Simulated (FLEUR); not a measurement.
**How the volume moves the moments of Nickel**

Wanted: the trend of the moments of Nickel with the volume.

Calculated with FLEUR MaX-R8.1; PBE; all-electron FLAPW, Dirac cores, scalar-relativistic bands.

## 1. The structure

The structure is cubic, space group Fm-3m (No. 225). Conventional cell: a = 3.524 Å, b = 3.524 Å, c = 3.524 Å, α = 90.00°, β = 90.00°, γ = 90.00°. Nearest to Ni lie 12 Ni at 2.49 Å.

Coordinates:

```xyz
1
Lattice="0.0000 1.7619 1.7619 1.7619 0.0000 1.7619 1.7619 1.7619 0.0000" Properties=species:S:1:pos:R:3 pbc="T T T"
Ni    0.0000    0.0000    0.0000
```

## 2. Factor 1, start ferro +

The scan starts at the cell as given.

All lengths change alike; the factor is that of the volume. Atoms keep their fractional places. Spheres, Kmax and the mesh are the same at all points, the spheres being those of the tightest cell. inpgen writes inp.xml from crystal.txt; cutoffs, mixing, functional, smearing and local orbitals are then set in the file. The k list default-1 (kpts.xml, not shown) is a Γ-centred 14×14×14 mesh; where the ranks do not divide the number of points, some are split in two of half the weight.

Input file inp.xml:

```
<?xml version="1.0" encoding="UTF-8" standalone="no"?>
<fleurInput fleurInputVersion="0.39">
   <comment>
      Ni
   </comment>
   <calculationSetup>
      <cutoffs Kmax="3.73" Gmax="11.2" GmaxXC="11.2" numbands="0"/>
      <scfLoop itmax="110" minDistance="0.00002" maxIterBroyd="15" imix="Anderson" alpha="0.05" precondParam="0.0" spinf="2.0" sdNocoIR="T"/>
      <coreElectrons ctail="T" frcor="F" kcrel="0" coretail_lmax="0"/>
      <xcFunctional name="pbe" relativisticCorrections="F"/>
      <magnetism jspins="2"/>
      <soc l_soc="F" theta="0.0" phi="0.0" spav="F"/>
      <expertModes spex="0" secvar="F"/>
      <geometryOptimization l_f="F" forcealpha="1.0" forcemix="BFGS" epsdisp="0.00001" epsforce="0.00001"/>
      <ldaU l_linMix="F" mixParam="0.05" spinf="1.0"/>
   </calculationSetup>
   <cell>
      <bzIntegration valenceElectrons="18.0" mode="hist" fermiSmearingEnergy="0.00183747">
         <kPointListSelection listName="default-1"/>
         <xi:include xmlns:xi="http://www.w3.org/2001/XInclude" href="kpts.xml"> </xi:include>
      </bzIntegration>
      <xi:include xmlns:xi="http://www.w3.org/2001/XInclude" href="sym.xml"> </xi:include>
      <bulkLattice scale="1.0">
         <bravaisMatrix>
            <row-1>    0.0000000000000000     3.3295745993471009     3.3295745993471009</row-1>
            <row-2>    3.3295745993471009     0.0000000000000000     3.3295745993471009</row-2>
            <row-3>    3.3295745993471009     3.3295745993471009     0.0000000000000000</row-3>
         </bravaisMatrix>
      </bulkLattice>
   </cell>
   <atomSpecies>
      <species name="Nickel (Ni1.000" element="Ni" atomicNumber="28">
         <mtSphere radius="2.2" gridPoints="727" logIncrement="0.017"/>
         <atomicCutoffs lmax="8" lnonsphr="6"/>
         <electronConfig flipSpins="F">
            <coreConfig>(1s1/2) (2s1/2) (2p1/2) (2p3/2)</coreConfig>
            <valenceConfig>(3s1/2) (3p1/2) (3p3/2) (4s1/2) (3d3/2) (3d5/2)</valenceConfig>
            <stateOccupation state="(3d3/2)" spinUp="1.6" spinDown="1.6"/>
            <stateOccupation state="(3d5/2)" spinUp="2.9" spinDown="1.9"/>
         </electronConfig>
         <energyParameters s="4" p="4" d="3" f="4"/>
         <lo type="SCLO" l="0" n="3" eDeriv="0"/>
         <lo type="SCLO" l="1" n="3" eDeriv="0"/>
      </species>
   </atomSpecies>
   <atomGroups>
      <atomGroup species="Nickel (Ni1.000">
         <relPos label="                   1">.0000000000 .0000000000 .0000000000</relPos>
         <force calculate="T" relaxXYZ="TTT"/>
      </atomGroup>
   </atomGroups>
   <output dos="F" band="F" slice="F">
      <bandDOS minEnergy="-.5*Htr" maxEnergy="0.5*Htr" sigma="0.015" storeEVData="T"/>
      <plotting iplot="0" polar="F">
         <plot TwoD="T" vec1="  1.0  0.0  0.0" vec2="  0.0  1.0  0.0" vec3="  0.0  0.0  1.0" zero="  0.0  0.0  0.0" file="plot"/>
      </plotting>
      <moessbauerParams electricFieldGradient="F" isomerShift="F" coreHyperfine="F" valenceHyperfine="F"/>
   </output>
</fleurInput>
```

Input file crystal.txt:

```
Ni
&input film=F cartesian=F /
0.00000000000  1.76193500000  1.76193500000
1.76193500000  0.00000000000  1.76193500000
1.76193500000  1.76193500000  0.00000000000
1.8897261246
1.0 1.0 1.0

1
28 0.00000000000  0.00000000000  0.00000000000 : 1.000

&kpt div1=14 div2=14 div3=14 gamma=T /
```

Run with:

```bash
$ OMP_NUM_THREADS=1 inpgen -f crystal.txt > inpgen.log  # inp.xml is then edited as shown
$ OMP_NUM_THREADS=1 mpirun -n 4 fleur_MPI > fleur.log
```

Output:

```text
Welcome to FLEUR        (www.flapw.de)
      MaX-Release 8.1          (www.max-centre.eu)

 ========== k-point set info ==========
 Selected k-point list: default-1
 k-point list type: mesh
 14 x 14 x 14
 Number of k points: 104

 ------------Calculation Setup---------------------------
 Number of MPI-tasks      :            4
 Number of PE/node        :            4
 Number of OMP-threads    :            1
 k-points in parallel     :            4
 pe's per k-point         :            1
 No of k-point loops      :           26
 Eigenvalue solver        :       lapack
 Number of basis functions:           76
 Approximate size of matrices (H+S) per k-point:         0.000 GB
 --------------------------------------------------------
 Iteration:     1   Distance:       8.26348812 me/bohr^3
 Iteration:     2   Distance:       7.89089633 me/bohr^3
 Iteration:     3   Distance:       5.15363507 me/bohr^3
 Iteration:     4   Distance:       1.60848572 me/bohr^3
 Iteration:     5   Distance:       1.70815554 me/bohr^3
 Iteration:     6   Distance:       0.87101670 me/bohr^3
 Iteration:     7   Distance:       0.96578965 me/bohr^3
 Iteration:     8   Distance:       0.36170217 me/bohr^3
 Iteration:     9   Distance:       0.20605299 me/bohr^3
 Iteration:    10   Distance:       0.07125131 me/bohr^3
 Iteration:    11   Distance:       0.07498454 me/bohr^3
 Iteration:    12   Distance:       0.03235151 me/bohr^3
 Iteration:    13   Distance:       0.02963913 me/bohr^3
 Iteration:    14   Distance:       0.00064108 me/bohr^3
 Iteration:    15   Distance:       0.00031806 me/bohr^3
 Iteration:    16   Distance:       0.00027755 me/bohr^3
 Iteration:    17   Distance:       0.00019660 me/bohr^3
 Iteration:    18   Distance:       0.00011820 me/bohr^3
 Iteration:    19   Distance:       0.00005069 me/bohr^3
 Iteration:    20   Distance:       0.00000763 me/bohr^3

 ********************************************************************
 Run finished successfully
 Stop message:
   all done
 ********************************************************************

--- out.xml (last complete iteration) ---
<iteration numberForCurrentRun="   20" overallNumber="   20">
         [... left out ...]
         <bandgap value="0.0114447307" units="eV"/>
         <sumValenceSingleParticleEnergies value="-16.5178150541" units="Htr"/>
         <FermiEnergy value="0.3304611142" units="Htr"/>
         <valenceDensity>
            <mtCharges spin="1">
               <mtCharge atomType="1" total="8.7585070" s="1.1907984" p="3.1595695" d="4.3951172" f="0.0100930"/>
            </mtCharges>
            <mtCharges spin="2">
               <mtCharge atomType="1" total="8.1190866" s="1.1954659" p="3.1777316" d="3.7322336" f="0.0107620"/>
            </mtCharges>
            <spinDependentCharge spin="1" total="9.3012525" interstitial="0.5427455" mtSpheres="8.7585070"/>
            <spinDependentCharge spin="2" total="8.6987475" interstitial="0.5796609" mtSpheres="8.1190866"/>
            <totalCharge value="18.0000000000"/>
         </valenceDensity>
         [... left out ...]
         <magneticMomentsInMTSpheres units="muBohr">
            <globalMagMoment atomType="1" vec="0.00000   0.00000   0.63942"/>
            <localMagMoment atomType="1" vec="0.00000   0.00000   0.63942"/>
         </magneticMomentsInMTSpheres>
         [... left out ...]
         <totalEnergy value="    -1520.8302317488" units="Htr">
            <sumOfEigenvalues value="     -872.1633617106">
               <coreElectrons value="-855.6455466565"/>
               <valenceElectrons value="-16.5178150541"/>
            </sumOfEigenvalues>
            <densityCoulombPotentialIntegral value="-2334.6266516113"/>
            <densityEffectivePotentialIntegral value="-2417.2415176109"/>
            <chargeDenXCDenIntegral value="-63.5948452891"/>
            <FockExchangeEnergyValence value="0.0000000000"/>
            <FockExchangeEnergyCore value="0.0000000000"/>
         [... left out ...]
            <tkbTimesEntropy value="0.0005844656"/>
            <freeEnergy value="-1520.8308162144"/>
            <extrapolationTo0K value="-1520.8305239816"/>
         </totalEnergy>
         <densityConvergence units="me/bohr^3">
            <chargeDensity spin="1" distance="0.0000056635"/>
            <chargeDensity spin="2" distance="0.0000043518"/>
            <overallChargeDensity distance="0.0000066163"/>
            <spinDensity distance="0.0000076322"/>
         </densityConvergence>
      </iteration>
```

Run time: 6.6 s. Hardware: 4 MPI ranks of AMD EPYC 9R14 (Zen 4), shared host; peak memory 0.19 GiB.

Numbers from this step:

| Item | Value |
| --- | --- |
| free energy | -41383.9148 eV |
| program's band gap on this mesh (in a metal only a level spacing) | 0.01144 eV |
| magnetization | 0.6025 μB |
| final state | ferromagnetic |
| largest moment | 0.6394 μB |

After 20 cycles the largest moment stands at 0.639 μB.

## 3. Factor 1, start antiferro q=(0,1/2,1/2) +-

The k list default-1 (kpts.xml, not shown) is a Γ-centred 14×7×14 mesh.

inp.xml, as its differences from that of step 2:

```diff
@@ -17,3 +17,3 @@
    <cell>
-      <bzIntegration valenceElectrons="18.0" mode="hist" fermiSmearingEnergy="0.00183747">
+      <bzIntegration valenceElectrons="36.0" mode="hist" fermiSmearingEnergy="0.00183747">
          <kPointListSelection listName="default-1"/>
@@ -25,4 +25,4 @@
             <row-1>    0.0000000000000000     3.3295745993471009     3.3295745993471009</row-1>
-            <row-2>    3.3295745993471009     0.0000000000000000     3.3295745993471009</row-2>
-            <row-3>    3.3295745993471009     3.3295745993471009     0.0000000000000000</row-3>
+            <row-2>    6.6591491986942017     0.0000000000000000     6.6591491986942017</row-2>
+            <row-3>    6.6591491986942017     3.3295745993471009     3.3295745993471009</row-3>
          </bravaisMatrix>
@@ -44,2 +44,15 @@
       </species>
+      <species name="Nickel (Ni-1.000" element="Ni" atomicNumber="28">
+         <mtSphere radius="2.2" gridPoints="727" logIncrement="0.017"/>
+         <atomicCutoffs lmax="8" lnonsphr="6"/>
+         <electronConfig flipSpins="F">
+            <coreConfig>(1s1/2) (2s1/2) (2p1/2) (2p3/2)</coreConfig>
+            <valenceConfig>(3s1/2) (3p1/2) (3p3/2) (4s1/2) (3d3/2) (3d5/2)</valenceConfig>
+            <stateOccupation state="(3d3/2)" spinUp="1.6" spinDown="1.6"/>
+            <stateOccupation state="(3d5/2)" spinUp="1.9" spinDown="2.9"/>
+         </electronConfig>
+         <energyParameters s="4" p="4" d="3" f="4"/>
+         <lo type="SCLO" l="0" n="3" eDeriv="0"/>
+         <lo type="SCLO" l="1" n="3" eDeriv="0"/>
+      </species>
    </atomSpecies>
@@ -48,2 +61,6 @@
          <relPos label="                   1">.0000000000 .0000000000 .0000000000</relPos>
+         <force calculate="T" relaxXYZ="TTT"/>
+      </atomGroup>
+      <atomGroup species="Nickel (Ni-1.000">
+         <relPos label="                   2">.0000000000 1.000/2.000 .0000000000</relPos>
          <force calculate="T" relaxXYZ="TTT"/>
```

Input file crystal.txt:

```
Ni
&input film=F cartesian=F /
0.00000000000  1.76193500000  1.76193500000
3.52387000000  0.00000000000  3.52387000000
3.52387000000  1.76193500000  1.76193500000
1.8897261246
1.0 1.0 1.0

2
28 0.00000000000  0.00000000000  0.00000000000 : 1.000
28 0.00000000000  0.50000000000  0.00000000000 : -1.000

&kpt div1=14 div2=7 div3=14 gamma=T /
```

Output:

```text
[banner, memory and clock lines left out]
Welcome to FLEUR        (www.flapw.de)
      MaX-Release 8.1          (www.max-centre.eu)

 ========== k-point set info ==========
 Selected k-point list: default-1
 k-point list type: mesh
 14 x 7 x 14
 Number of k points: 372

 [... set-up left out ...]
 Iteration:     1   Distance:      19.20513959 me/bohr^3
 Iteration:     2   Distance:      18.63524317 me/bohr^3
 Iteration:     3   Distance:      10.12811040 me/bohr^3
 Iteration:     4   Distance:       4.08116409 me/bohr^3
 Iteration:     5   Distance:       3.37835289 me/bohr^3
 Iteration:     6   Distance:       1.27042192 me/bohr^3
 Iteration:     7   Distance:       1.11939243 me/bohr^3
 Iteration:     8   Distance:       0.96702682 me/bohr^3
[... lines left out ...]
[... 34 iterations left out ...]
[... lines left out ...]
 Iteration:    49   Distance:       0.00025261 me/bohr^3
 Iteration:    50   Distance:       0.00019987 me/bohr^3
 Iteration:    51   Distance:       0.00027789 me/bohr^3
 Iteration:    52   Distance:       0.00012227 me/bohr^3
 Iteration:    53   Distance:       0.00003684 me/bohr^3
 Iteration:    54   Distance:       0.00001154 me/bohr^3

 ********************************************************************
 Run finished successfully
 Stop message:
   all done
 ********************************************************************

--- out.xml (last complete iteration) ---
<iteration numberForCurrentRun="   54" overallNumber="   54">
         [... left out ...]
         <bandgap value="0.0000003367" units="eV"/>
         <sumValenceSingleParticleEnergies value="-33.0119114629" units="Htr"/>
         <FermiEnergy value="0.3227281527" units="Htr"/>
         [... left out ...]
         <magneticMomentsInMTSpheres units="muBohr">
            <globalMagMoment atomType="1" vec="0.00000   0.00000   0.11084"/>
            <globalMagMoment atomType="2" vec="0.00000   0.00000  -0.11084"/>
         </magneticMomentsInMTSpheres>
         [... left out ...]
         <totalEnergy value="    -3041.6558334817" units="Htr">
            <sumOfEigenvalues value="    -1744.2977926779">
               <coreElectrons value="-1711.2858812150"/>
               <valenceElectrons value="-33.0119114629"/>
            </sumOfEigenvalues>
         [... left out ...]
            <freeEnergy value="-3041.6580052620"/>
            <extrapolationTo0K value="-3041.6569193719"/>
         </totalEnergy>
         <densityConvergence units="me/bohr^3">
            <chargeDensity spin="1" distance="0.0000060341"/>
            <chargeDensity spin="2" distance="0.0000065712"/>
            <overallChargeDensity distance="0.0000051098"/>
            <spinDensity distance="0.0000115357"/>
         </densityConvergence>
      </iteration>
```

It took 1.9 min on 4 MPI ranks; peak memory 0.31 GiB; 7.7 min of CPU time.

Read from the output:

```
free energy                                                       : -82767.7308 eV
program's band gap on this mesh (in a metal only a level spacing) : 3.37e-7 eV
final state                                                       : weak moments in the typed pattern, under 0.15 μB
```

After 54 cycles the largest moment is only 0.11 μB, under the 0.15 μB from which a state is called magnetic here.

## 4. Factor 1, start no spin polarisation

The k list default-1 (kpts.xml, not shown) is a Γ-centred 14×14×14 mesh.

Input file inp.xml:

```
<?xml version="1.0" encoding="UTF-8" standalone="no"?>
<fleurInput fleurInputVersion="0.39">
   <comment>
      Ni
   </comment>
   <calculationSetup>
      <cutoffs Kmax="3.73" Gmax="11.2" GmaxXC="11.2" numbands="0"/>
      <scfLoop itmax="110" minDistance="0.00002" maxIterBroyd="15" imix="Anderson" alpha="0.05" precondParam="0.0" spinf="2.0" sdNocoIR="T"/>
      <coreElectrons ctail="T" frcor="F" kcrel="0" coretail_lmax="0"/>
      <xcFunctional name="pbe" relativisticCorrections="F"/>
      <magnetism jspins="1"/>
      <soc l_soc="F" theta="0.0" phi="0.0" spav="F"/>
      <expertModes spex="0" secvar="F"/>
      <geometryOptimization l_f="F" forcealpha="1.0" forcemix="BFGS" epsdisp="0.00001" epsforce="0.00001"/>
      <ldaU l_linMix="F" mixParam="0.05" spinf="1.0"/>
   </calculationSetup>
   <cell>
      <bzIntegration valenceElectrons="18.0" mode="hist" fermiSmearingEnergy="0.00183747">
         <kPointListSelection listName="default-1"/>
         <xi:include xmlns:xi="http://www.w3.org/2001/XInclude" href="kpts.xml"> </xi:include>
      </bzIntegration>
      <xi:include xmlns:xi="http://www.w3.org/2001/XInclude" href="sym.xml"> </xi:include>
      <bulkLattice scale="1.0">
         <bravaisMatrix>
            <row-1>    0.0000000000000000     3.3295745993471009     3.3295745993471009</row-1>
            <row-2>    3.3295745993471009     0.0000000000000000     3.3295745993471009</row-2>
            <row-3>    3.3295745993471009     3.3295745993471009     0.0000000000000000</row-3>
         </bravaisMatrix>
      </bulkLattice>
   </cell>
   <atomSpecies>
      <species name="Nickel (Ni)" element="Ni" atomicNumber="28">
         <mtSphere radius="2.2" gridPoints="727" logIncrement="0.017"/>
         <atomicCutoffs lmax="8" lnonsphr="6"/>
         <electronConfig flipSpins="F">
            <coreConfig>(1s1/2) (2s1/2) (2p1/2) (2p3/2)</coreConfig>
            <valenceConfig>(3s1/2) (3p1/2) (3p3/2) (4s1/2) (3d3/2) (3d5/2)</valenceConfig>
            <stateOccupation state="(3d3/2)" spinUp="1.600000" spinDown="1.600000"/>
            <stateOccupation state="(3d5/2)" spinUp="2.400000" spinDown="2.400000"/>
         </electronConfig>
         <energyParameters s="4" p="4" d="3" f="4"/>
         <lo type="SCLO" l="0" n="3" eDeriv="0"/>
         <lo type="SCLO" l="1" n="3" eDeriv="0"/>
      </species>
   </atomSpecies>
   <atomGroups>
      <atomGroup species="Nickel (Ni)">
         <relPos label="                   1">.0000000000 .0000000000 .0000000000</relPos>
         <force calculate="T" relaxXYZ="TTT"/>
      </atomGroup>
   </atomGroups>
   <output dos="F" band="F" slice="F">
      <bandDOS minEnergy="-.5*Htr" maxEnergy="0.5*Htr" sigma="0.015" storeEVData="T"/>
      <plotting iplot="0" polar="F">
         <plot TwoD="T" vec1="  1.0  0.0  0.0" vec2="  0.0  1.0  0.0" vec3="  0.0  0.0  1.0" zero="  0.0  0.0  0.0" file="plot"/>
      </plotting>
      <moessbauerParams electricFieldGradient="F" isomerShift="F" coreHyperfine="F" valenceHyperfine="F"/>
   </output>
</fleurInput>
```

Input file crystal.txt:

```
Ni
&input film=F cartesian=F /
0.00000000000  1.76193500000  1.76193500000
1.76193500000  0.00000000000  1.76193500000
1.76193500000  1.76193500000  0.00000000000
1.8897261246
1.0 1.0 1.0

1
28 0.00000000000  0.00000000000  0.00000000000

&kpt div1=14 div2=14 div3=14 gamma=T /
```

Output:

```text
[banner, memory and clock lines left out]
Welcome to FLEUR        (www.flapw.de)
      MaX-Release 8.1          (www.max-centre.eu)

 ========== k-point set info ==========
 Selected k-point list: default-1
 k-point list type: mesh
 14 x 14 x 14
 Number of k points: 104

 [... set-up left out ...]
 Iteration:     1   Distance:       9.73723635 me/bohr^3
 Iteration:     2   Distance:       9.14614389 me/bohr^3
 Iteration:     3   Distance:       6.53830333 me/bohr^3
 Iteration:     4   Distance:       0.90485011 me/bohr^3
 Iteration:     5   Distance:       1.49549607 me/bohr^3
[...]
<FermiEnergy value="0.3226184268" units="Htr"/>
         [... left out ...]
         <totalEnergy value="    -1520.8278668555" units="Htr">
            <sumOfEigenvalues value="     -872.1493903990">
               <coreElectrons value="-855.6433188577"/>
               <valenceElectrons value="-16.5060715414"/>
            </sumOfEigenvalues>
         [... left out ...]
            <freeEnergy value="-1520.8290000195"/>
            <extrapolationTo0K value="-1520.8284334375"/>
         </totalEnergy>
         <densityConvergence units="me/bohr^3">
            <chargeDensity spin="1" distance="0.0000119826"/>
         </densityConvergence>
      </iteration>
```

Run time: 3.2 s. Hardware: 4 MPI ranks; peak memory 0.19 GiB.

Numbers from this step:

```
free energy                                                       : -41383.8653 eV
program's band gap on this mesh (in a metal only a level spacing) : 0.002719 eV
final state                                                       : non-magnetic (no spin polarisation)
```

(Part 1 of 2 ends here.)

[Logs and program files are shortened in this print: banners, set-up blocks, solver, clock and traceback lines can be left out without a mark of their own.]

[Logs are printed without paths, hosts, clocks, repeated set-up lines and the standing remarks that a program may print on its own settings, such as how far it seeks lower states.]

[Hosts, paths, dates, database ids (printed as entryN), source tags and the programs' standing remarks are cut or masked in the printed files.]

[Where a cell is said to come from a database of computed structures, the database is the Materials Project.]
